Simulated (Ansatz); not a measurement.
# P on Ag(111): change of the work function

How does P on the fcc site change the work function of Ag(111) as the layer fills?

Program: Ansatz 0.2.0. Level of theory: plane-wave DFT, PBE, Ansatz PAW. Values are calculated unless marked as measured.

## 1. Starting point

The cell holds 4 atoms: 4 Ag. Its edges and angles: a = 2.892 Å, b = 2.892 Å, c = 25.084 Å, α = 90.0°, β = 90.0°, γ = 60.0°. Vacuum lies along c.

## 2. The clean slab

The bare slab comes first, as the zero from which every change is counted. The two lowest layers are held at bulk places and the upper ones relax. The dipole correction removes the false field that a one-sided slab makes across the periodic vacuum, so each face gets a flat vacuum level of its own.

input.yaml reads:

```yaml
crystal:
  lattice:
    - [2.8920667351, 0.0, 0.0]
    - [1.4460333675, 2.504603262, 0.0]
    - [0.0, 0.0, 25.084087803]
  atoms:
    - { symbol: Ag, position: [0.0, 0.0, 0.3587931947] }
    - { symbol: Ag, position: [0.3333333333, 0.3333333333, 0.4529310649] }
    - { symbol: Ag, position: [0.6666666667, 0.6666666667, 0.5470689351] }
    - { symbol: Ag, position: [0.0, 0.0, 0.6412068053] }
kpoints:
  mp_grid: { grid: [12, 12, 1] }
hamiltonian:
  xc: pbe
scf:
  occupations: { method: fermi_dirac, width: 0.1 }
  convergence: { dr2_threshold: 1.0e-08 }
efield:
  axis: 3
  dipole_correction: true
  ramp_position: 0.97
  ramp_width: 0.06
relax:
  f_tol: 0.02
  max_steps: 60
  constraints: [{ sites: [0, 1] }]
output:
  write_potential: true
  write_density: true
  volumetric_format: npy
```

Command:

```console
> ansatz run input.yaml --threads 4 --pin off --max-ram 16384MiB --backend cpu --events-out ev --progress --plain --runs-dir out
```

Log:

```text
Engine: ansatz 0.2.0, aarch64-unknown-linux-gnu
Pseudopotentials: kind: paw
Pseudopotential: Ag, paw, valence charge 19, recommended cutoff 420 eV (normal), Ag.paw.azcp
Functional definition: PBE
  parameter kappa = 0.804
  parameter beta = 0.066725
  exchange = pbe_x(kappa = kappa, mu = beta*pi^2/3)
  correlation = pbe_c(beta = beta)
Crystal: 4 atoms, lattice volume = 181.696 Å³
Basis set: ecut = 420 eV, 3551 PW (Γ), exchange–correlation on 40×40×360 points (8 copies of the dense FFT grid, shifted against one another)
Bands: 46, of which v1, the nominal top of the filled ones, is band 38 counted from 1 (37 counted from 0)
Symmetry: 6 space group operations
k-points: 19 of 144 (time reversal used)
Non-local potential: Ag, projectors of the file, l = 0: 3, l = 1: 2, l = 2: 2, l = 3: 1
PAW form: soft (Blöchl's): semilocal exchange-correlation on the pseudo side does not see the compensation charge
PAW one-centre angular grid: Ag, 590 points (default); XC on 64 Gauss nodes
Initial density: superposition of atomic densities (neutral atoms: chi_scale 0, normalization atom), corrected by the library's trained network
Initial wavefunctions: pseudopotential atomic-orbital guess
Functional: x = pbe(κ = 0.804, μ = 0.219515), c = pbe(β = 0.066725)
SCF iter   1: F=—  HF=-30361.536039 eV  |F-HF|=—  |Δ(HF+E_count)|=         —  Δρ=1.43e-3  dr2=2.13e-2  ethr=1.77e-3  p=0.000 e·Å  D=4.57e-14 V/Å  ΔV_dip=-0.00 eV  dr2_dipole=1.51e-9  V_vac-E_F(+/−)=4.39/4.39 eV  ⟨swp⟩=7.4  Hψ=3672  notcnv=0  defer=12
efield: sawtooth ramp at fractional position 0.9700 (set: `efield.ramp_position`, or a place that a band, a saddle search or an elastic batch's reference lends), width 0.0600; the density the first Hamiltonian is built on has a dipole p = 0.000 e·Å; the dipole correction subtracts the counter field D = 4.57e-14 V/Å, which shifts the + side's vacuum level by -0.00 eV against the − side's; the planar-averaged density in the ramp window peaks in size at 3.3e-6 e/Å³
preconditioner: auto → LDOS  [metal: Δε(μ)=0.132 eV  Ē_g=9.346 eV  σ=0.100 eV  W_gap=0.32  n_scr=18 (ndim 8)  ℏωp=18.3 eV  f_vac=0.583  D(μ)=0.82/eV (n_scr^D=6)  β→1.0]
SCF iter   2: F=—  HF=-30361.540494 eV  |F-HF|=—  |Δ(HF+E_count)|=   4.46e-3  Δρ=1.71e-3  dr2=1.09e-2  ethr=2.80e-5  p=-0.000 e·Å  D=-9.70e-6 V/Å  ΔV_dip=0.00 eV  dr2_dipole=2.60e-10  V_vac-E_F(+/−)=4.43/4.43 eV  ⟨swp⟩=2.2  Hψ=1740  notcnv=0  defer=25
SCF iter   3: F=—  HF=-30361.538916 eV  |F-HF|=—  |Δ(HF+E_count)|=   1.58e-3  Δρ=5.15e-4  dr2=3.95e-4  ethr=1.43e-5  p=-0.000 e·Å  D=-2.40e-6 V/Å  ΔV_dip=0.00 eV  dr2_dipole=6.36e-10  V_vac-E_F(+/−)=4.45/4.45 eV  ⟨swp⟩=2.0  Hψ=1312  notcnv=0  defer=25
SCF iter   4: F=—  HF=-30361.538833 eV  |F-HF|=—  |Δ(HF+E_count)|=   8.26e-5  Δρ=7.08e-5  dr2=1.22e-5  ethr=5.20e-7  p=-0.000 e·Å  D=-1.66e-6 V/Å  ΔV_dip=0.00 eV  dr2_dipole=2.09e-10  V_vac-E_F(+/−)=4.45/4.45 eV  ⟨swp⟩=3.2  Hψ=1672  notcnv=0  defer=25
SCF iter   5: F=—  HF=-30361.538818 eV  |F-HF|=—  |Δ(HF+E_count)|=   1.50e-5  Δρ=2.65e-5  dr2=1.77e-6  ethr=1.60e-8  p=-0.000 e·Å  D=-4.26e-8 V/Å  ΔV_dip=0.00 eV  dr2_dipole=2.43e-12  V_vac-E_F(+/−)=4.45/4.45 eV  ⟨swp⟩=2.6  Hψ=1527  notcnv=0  defer=25
SCF iter   6: F=—  HF=-30361.538866 eV  |F-HF|=—  |Δ(HF+E_count)|=   4.84e-5  Δρ=9.20e-6  dr2=1.40e-7  ethr=2.33e-9  p=0.000 e·Å  D=9.11e-8 V/Å  ΔV_dip=-0.00 eV  dr2_dipole=3.10e-13  V_vac-E_F(+/−)=4.46/4.46 eV  ⟨swp⟩=2.1  Hψ=1220  notcnv=0  defer=25
SCF iter   7: F=—  HF=-30361.538866 eV  |F-HF|=—  |Δ(HF+E_count)|=   3.56e-8  Δρ=3.14e-6  dr2=2.09e-8  ethr=1.84e-10  p=0.000 e·Å  D=3.63e-8 V/Å  ΔV_dip=-0.00 eV  dr2_dipole=4.86e-13  V_vac-E_F(+/−)=4.46/4.46 eV  ⟨swp⟩=2.4  Hψ=1593  notcnv=0  defer=25
SCF iter   8: F=-30361.538866 eV  HF=-30361.538866 eV  |F-HF|=2.70e-9  |Δ(HF+E_count)|=   5.37e-9  Δρ=6.78e-7  dr2=5.63e-10  ethr=1.32e-11  p=-0.000 e·Å  D=-3.59e-9 V/Å  ΔV_dip=0.00 eV  dr2_dipole=3.26e-14  V_vac-E_F(+/−)=4.46/4.46 eV  ⟨swp⟩=8.7  Hψ=5215  notcnv=0
SCF 1 converged in 8 iterations: F = -30361.538866 eV  dr2 = 5.63e-10
  greatest PAW one-centre occupation: 1.000 electrons in one spin orbital (limit 2), on the Ag atom at site 1 (counted from 0), in its partial waves of l = 0
relax step   1: F+E_penalty+E_count = -30361.53886649 eV  Δ(F+E_penalty+E_count) = +0.000e0 eV  max|allowed force component| = 1.394e-1 eV/Å  Δτ_max = 0.0000 Å  (8 SCF iters, accepted)
Initial density: handed on by an earlier stage of this run
Initial wavefunctions: those handed on with the density
iter 1 solved again at ethr=1.65e-5 eV; its pass at ethr=3.10e-3 eV (dr2=1.25e-2 eV) is discarded
SCF iter   1: F=—  HF=-30361.545693 eV  |F-HF|=—  |Δ(HF+E_count)|=         —  Δρ=2.56e-3  dr2=1.12e-2  ethr=1.65e-5  p=-0.000 e·Å  D=-2.39e-8 V/Å  ΔV_dip=0.00 eV  dr2_dipole=8.08e-5  V_vac-E_F(+/−)=4.45/4.45 eV  ⟨swp⟩=2.0  Hψ=3443  notcnv=0  defer=33
efield: sawtooth ramp at fractional position 0.9700 (set: `efield.ramp_position`, or a place that a band, a saddle search or an elastic batch's reference lends), width 0.0600; the density the first Hamiltonian is built on has a dipole p = -0.000 e·Å; the dipole correction subtracts the counter field D = -2.39e-8 V/Å, which shifts the + side's vacuum level by +0.00 eV against the − side's; the planar-averaged density in the ramp window peaks in size at 6.5e-7 e/Å³
preconditioner: auto → LDOS  [metal: Δε(μ)=0.209 eV  Ē_g=9.267 eV  σ=0.100 eV  W_gap=0.48  n_scr=18 (ndim 8)  ℏωp=18.3 eV  f_vac=0.579  D(μ)=0.92/eV (n_scr^D=6)  β→1.0]
SCF iter   2: F=—  HF=-30361.545710 eV  |F-HF|=—  |Δ(HF+E_count)|=   1.70e-5  Δρ=2.20e-3  dr2=1.62e-2  ethr=1.47e-5  p=0.001 e·Å  D=1.26e-3 V/Å  ΔV_dip=-0.03 eV  dr2_dipole=1.53e-3  V_vac-E_F(+/−)=4.40/4.43 eV  ⟨swp⟩=2.1  Hψ=1485  notcnv=0  defer=33
SCF iter   3: F=—  HF=-30361.542220 eV  |F-HF|=—  |Δ(HF+E_count)|=   3.49e-3  Δρ=4.16e-4  dr2=3.20e-4  ethr=1.47e-5  p=-0.002 e·Å  D=-1.87e-3 V/Å  ΔV_dip=0.05 eV  dr2_dipole=4.02e-5  V_vac-E_F(+/−)=4.49/4.44 eV  ⟨swp⟩=2.0  Hψ=1399  notcnv=0  defer=33
SCF iter   4: F=—  HF=-30361.542196 eV  |F-HF|=—  |Δ(HF+E_count)|=   2.40e-5  Δρ=2.30e-4  dr2=1.11e-4  ethr=4.21e-7  p=-0.001 e·Å  D=-1.01e-3 V/Å  ΔV_dip=0.03 eV  dr2_dipole=2.24e-7  V_vac-E_F(+/−)=4.47/4.44 eV  ⟨swp⟩=2.2  Hψ=1528  notcnv=0  defer=33
SCF iter   5: F=—  HF=-30361.542168 eV  |F-HF|=—  |Δ(HF+E_count)|=   2.84e-5  Δρ=3.25e-5  dr2=3.43e-6  ethr=1.46e-7  p=-0.001 e·Å  D=-1.14e-3 V/Å  ΔV_dip=0.03 eV  dr2_dipole=7.57e-7  V_vac-E_F(+/−)=4.47/4.44 eV  ⟨swp⟩=2.0  Hψ=1327  notcnv=0  defer=33
SCF iter   6: F=—  HF=-30361.542212 eV  |F-HF|=—  |Δ(HF+E_count)|=   4.44e-5  Δρ=1.26e-5  dr2=3.00e-7  ethr=4.51e-9  p=-0.001 e·Å  D=-1.17e-3 V/Å  ΔV_dip=0.03 eV  dr2_dipole=8.95e-9  V_vac-E_F(+/−)=4.47/4.44 eV  ⟨swp⟩=2.0  Hψ=1297  notcnv=0  defer=33
SCF iter   7: F=—  HF=-30361.542212 eV  |F-HF|=—  |Δ(HF+E_count)|=   9.42e-8  Δρ=3.85e-6  dr2=3.53e-8  ethr=3.94e-10  p=-0.001 e·Å  D=-1.17e-3 V/Å  ΔV_dip=0.03 eV  dr2_dipole=3.57e-12  V_vac-E_F(+/−)=4.47/4.44 eV  ⟨swp⟩=2.0  Hψ=1501  notcnv=0  defer=33
SCF iter   8: F=-30361.542212 eV  HF=-30361.542212 eV  |F-HF|=3.05e-9  |Δ(HF+E_count)|=   2.53e-8  Δρ=8.96e-7  dr2=1.20e-9  ethr=1.32e-11  p=-0.001 e·Å  D=-1.16e-3 V/Å  ΔV_dip=0.03 eV  dr2_dipole=2.29e-11  V_vac-E_F(+/−)=4.47/4.44 eV  ⟨swp⟩=9.0  Hψ=5321  notcnv=0
SCF 2 converged in 8 iterations: F = -30361.542212 eV  dr2 = 1.20e-9
relax step   2: F+E_penalty+E_count = -30361.54221216 eV  Δ(F+E_penalty+E_count) = -3.346e-3 eV  max|allowed force component| = 5.879e-2 eV/Å  Δτ_max = 0.1208 Å  (8 SCF iters, accepted)
SCF iter   1: F=—  HF=-30361.543977 eV  |F-HF|=—  |Δ(HF+E_count)|=         —  Δρ=9.71e-4  dr2=1.77e-3  ethr=2.01e-5  p=-0.001 e·Å  D=-1.16e-3 V/Å  ΔV_dip=0.03 eV  dr2_dipole=5.25e-5  V_vac-E_F(+/−)=4.48/4.45 eV  ⟨swp⟩=3.8  Hψ=2048  notcnv=0  defer=33
efield: sawtooth ramp at fractional position 0.9700 (set: `efield.ramp_position`, or a place that a band, a saddle search or an elastic batch's reference lends), width 0.0600; the density the first Hamiltonian is built on has a dipole p = -0.001 e·Å; the dipole correction subtracts the counter field D = -1.16e-3 V/Å, which shifts the + side's vacuum level by +0.03 eV against the − side's; the planar-averaged density in the ramp window peaks in size at 7.8e-7 e/Å³
preconditioner: auto → LDOS  [metal: Δε(μ)=0.206 eV  Ē_g=9.288 eV  σ=0.100 eV  W_gap=0.47  n_scr=18 (ndim 8)  ℏωp=18.3 eV  f_vac=0.581  D(μ)=0.89/eV (n_scr^D=6)  β→1.0]
SCF iter   2: F=—  HF=-30361.544031 eV  |F-HF|=—  |Δ(HF+E_count)|=   5.33e-5  Δρ=9.28e-4  dr2=2.53e-3  ethr=2.33e-6  p=-0.002 e·Å  D=-1.70e-3 V/Å  ΔV_dip=0.04 eV  dr2_dipole=3.84e-5  V_vac-E_F(+/−)=4.50/4.46 eV  ⟨swp⟩=2.7  Hψ=1897  notcnv=0  defer=33
SCF iter   3: F=—  HF=-30361.543457 eV  |F-HF|=—  |Δ(HF+E_count)|=   5.73e-4  Δρ=1.90e-4  dr2=6.10e-5  ethr=2.33e-6  p=-0.001 e·Å  D=-6.14e-4 V/Å  ΔV_dip=0.02 eV  dr2_dipole=4.87e-6  V_vac-E_F(+/−)=4.47/4.45 eV  ⟨swp⟩=2.0  Hψ=1396  notcnv=0  defer=33
SCF iter   4: F=—  HF=-30361.543444 eV  |F-HF|=—  |Δ(HF+E_count)|=   1.35e-5  Δρ=8.92e-5  dr2=1.40e-5  ethr=8.03e-8  p=-0.001 e·Å  D=-8.67e-4 V/Å  ΔV_dip=0.02 eV  dr2_dipole=8.57e-9  V_vac-E_F(+/−)=4.47/4.45 eV  ⟨swp⟩=2.5  Hψ=1546  notcnv=0  defer=33
SCF iter   5: F=—  HF=-30361.543441 eV  |F-HF|=—  |Δ(HF+E_count)|=   2.96e-6  Δρ=1.46e-5  dr2=9.74e-7  ethr=1.84e-8  p=-0.001 e·Å  D=-8.27e-4 V/Å  ΔV_dip=0.02 eV  dr2_dipole=2.55e-7  V_vac-E_F(+/−)=4.47/4.45 eV  ⟨swp⟩=2.0  Hψ=1332  notcnv=0  defer=33
SCF iter   6: F=—  HF=-30361.543462 eV  |F-HF|=—  |Δ(HF+E_count)|=   2.13e-5  Δρ=4.76e-6  dr2=6.36e-8  ethr=1.28e-9  p=-0.001 e·Å  D=-8.00e-4 V/Å  ΔV_dip=0.02 eV  dr2_dipole=9.83e-9  V_vac-E_F(+/−)=4.47/4.45 eV  ⟨swp⟩=2.0  Hψ=1200  notcnv=0  defer=33
SCF iter   7: F=—  HF=-30361.543462 eV  |F-HF|=—  |Δ(HF+E_count)|=   2.79e-8  Δρ=1.89e-6  dr2=1.05e-8  ethr=1.32e-11  p=-0.001 e·Å  D=-7.97e-4 V/Å  ΔV_dip=0.02 eV  dr2_dipole=1.56e-11  V_vac-E_F(+/−)=4.47/4.45 eV  ⟨swp⟩=9.1  Hψ=5612  notcnv=0
SCF iter   8: F=-30361.543462 eV  HF=-30361.543462 eV  |F-HF|=1.14e-9  |Δ(HF+E_count)|=   4.16e-9  Δρ=4.66e-7  dr2=2.72e-10  ethr=1.32e-11  p=-0.001 e·Å  D=-7.96e-4 V/Å  ΔV_dip=0.02 eV  dr2_dipole=1.28e-13  V_vac-E_F(+/−)=4.47/4.45 eV  ⟨swp⟩=8.2  Hψ=5047  notcnv=0
SCF 3 converged in 8 iterations: F = -30361.543462 eV  dr2 = 2.72e-10
relax step   3: F+E_penalty+E_count = -30361.54346218 eV  Δ(F+E_penalty+E_count) = -1.250e-3 eV  max|allowed force component| = 3.526e-3 eV/Å  Δτ_max = 0.0437 Å  (8 SCF iters, accepted)
NSCF: frozen V_eff on 19 k-points
the band table was solved once a step of the walk had ended and its energy, with any forces and stress, was formed, with the checks that follow a solve (4634 applications of the Hamiltonian). They found nothing against the state; the energy, forces and stress were not computed again (output.eigenvalues in the input reference)
SCF converged after 8 iterations
Free energy (F): -30361.543462 eV
Harris-Foulkes:  -30361.543462 eV  (|F-HF|=1.14e-9)
Internal energy: -30361.511446 eV  (E = F + TS)
E sigma→0 (E₀):  -30361.527454 eV
Entropy (-TS):   -0.032016 eV (-8.004 meV/atom)
Fermi energy:    3.774940 eV
Dipole field:    D = -0.000797 V/Å  (p = -0.000800 e·Å, saw-weighted, corrected)
Work function:   Φ+ = 4.4694 eV   Φ− = 4.4494 eV
Levels:          The Fermi level and band energies are counted from a zero that moves with the ramp; work functions are not
--- Per-component energies (eV) ---
  E_band       = -1960.547772
  E_kinetic    = 2109.099074
  E_local      = -128020.276721  (includes V_loc(G=0)·N_el)
  E_nonlocal   = 320.756909
  E_hartree    = 63107.808712
  E_xc         = -738.272181
  E_vxc        = -937.843934  (∫ρ·V_xc dr)
  E_paw        = -15609.056264  (= ΣΔE_a)
  E_vpaw       = -1647.903651  (= ΣTr[D̂ρ^β])
  E_aug_tail   = 0.001306  (compensation charges beyond the density's cutoff)
  E_efield     = 0.000000  (sawtooth field / dipole correction)
  E_vefield    = 0.001582  (∫n·V_field dr)
  E_ewald      = 48468.427718
  E_smearing   = -0.032016  (= −TS)
  E_closure    = -0.000000  (closes the sum)
  Σ components = -30361.543462   (vs F -30361.543462, Δ=0.00e0)
--- Forces (eV/Å), atoms counted from 1 ---
  atom   1  Ag    -0.00000000     0.00000000    -0.13252267
  atom   2  Ag     0.00000000    -0.00000000     0.12981901
  atom   3  Ag    -0.00000000    -0.00000000     0.00352623
  atom   4  Ag    -0.00000000     0.00000000    -0.00082127
  max |Σ_I F_I| component: 1.31e-6 eV/Å
--- Band table (eV; the first three rows and the last of 19) ---
  k-point 0: bands = [... 34 lower, 0.3804, 0.4880, 0.4880, 0.7234, 0.7234, 2.7357, 3.9494, 7.7601, ... 4 higher]
  k-point 1: bands = [... 34 lower, 0.3192, 0.4035, 0.4876, 0.7293, 1.0045, 3.0032, 4.3438, 7.8970, ... 4 higher]
  k-point 2: bands = [... 34 lower, 0.1786, 0.4121, 0.4831, 0.7430, 1.5725, 3.6517, 5.3129, 8.3086, ... 4 higher]
  k-point 18: bands = [... 34 lower, 0.6631, 0.6714, 7.1502, 7.3285, 7.3357, 8.0731, 8.0825, 8.4313, ... 4 higher]
--- Relaxed structure (3 steps of the walk, 3 accepted, 0 SCFs on fresh bases) ---
  F+E_penalty+E_count = -30361.54346218 eV   max|allowed force component| = 3.526e-3 eV/Å
  atoms:
    - { symbol: Ag, position: [0.0, 0.0, 0.3587931947] }
    - { symbol: Ag, position: [0.333333, 0.333333, 0.452931] }
    - { symbol: Ag, position: [0.666667, 0.666667, 0.548158] }
    - { symbol: Ag, position: [2.544541e-18, -1.140001e-18, 0.644283] }
```

Run time: 11 s. Hardware: 4 threads of Arm Neoverse V1, shared host; peak memory 0.51 GiB.

In the SCF lines HF is the Harris–Foulkes energy and dr2 the Hartree energy of the density residual, in eV; the loop may stop once dr2 is under the threshold and the program's other checks hold. Hψ counts applications of the Hamiltonian.

Relaxation path:

```csv
step,energy less that of the first step (eV),largest force component (eV/Å)
1,0.0000,0.1394
2,-0.0033,0.0588
3,-0.0046,0.0035
```

The run keeps the 6 symmetry operations that the program found, so distortions that break them were not tested.

The atoms that moved most (Å):

| atom | dx | dy | dz | length |
| --- | --- | --- | --- | --- |
| Ag4 | 0.000 | 0.000 | 0.077 | 0.077 |
| Ag3 | 0.000 | 0.000 | 0.027 | 0.027 |

Final coordinates:

```xyz
4
Lattice="2.8921 0.0000 0.0000 1.4460 2.5046 0.0000 0.0000 0.0000 25.0841" Properties=species:S:1:pos:R:3
Ag    0.0000    0.0000    9.0000
Ag    1.4460    0.8349   11.3614
Ag    2.8921    1.6697   13.7500
Ag    0.0000    0.0000   16.1612
```

This step gave:

| Item | Value |
| --- | --- |
| energy at zero smearing | -30361.5275 eV |
| work function, upper face | 4.469 eV |
| dipole along the normal | -8.00e-4 e·Å |

Running mean over 2.361 Å of the planar mean; the ramp of the sawtooth is left out. Electron's electrostatic potential energy less the Fermi level against z:

```
z (Å)  electron's electrostatic potential energy less the Fermi level (eV)
  3.5                                                                 4.45
  4.0                                                                 4.45
  4.5                                                                 4.45
  5.0                                                                 4.44
  5.5                                                                 4.43
  6.0                                                                 4.38
  6.5                                                                 4.19
  7.0                                                                 3.48
  7.5                                                                 1.20
  8.0                                                                -2.25
  8.5                                                                -4.95
  9.0                                                                -5.85
  9.5                                                                -6.00
 10.0                                                                -6.03
 10.5                                                                -6.04
 11.0                                                                -6.05
 11.5                                                                -6.03
 12.0                                                                -5.92
 12.5                                                                -5.85
 13.0                                                                -5.89
 13.5                                                                -5.99
 14.0                                                                -5.97
 14.5                                                                -5.78
 15.0                                                                -5.68
 15.5                                                                -5.78
 16.0                                                                -5.86
 16.5                                                                -5.38
 17.0                                                                -3.28
 17.5                                                                0.148
 18.0                                                                 2.97
 18.5                                                                 4.08
 19.0                                                                 4.36
 19.5                                                                 4.44
 20.0                                                                 4.46
 20.5                                                                 4.47
 21.0                                                                 4.47
 21.5                                                                 4.47
 22.0                                                                 4.47
```

The relaxation took 3 steps and lowered the energy by 0.0046 eV; the largest force on the free atoms ends at 0.0035 eV/Å.

The work function of the upper face is 4.47 eV.

(Continued in part 2 of 4.)

[Long decimals in the printed logs are rounded to 6 places.]

[Logs are printed without paths, hosts, clocks, repeated set-up lines and the standing remarks that a program may print on its own settings, such as how far it seeks lower states.]

[Hosts, paths, dates, database ids (printed as entryN), source tags and the programs' standing remarks are cut or masked in the printed files.]

[Maps of the electrostatic potential energy from Ansatz leave out the sawtooth potential of an applied field or a dipole correction, so their vacuum need not be flat; planar profiles and work functions include it.]
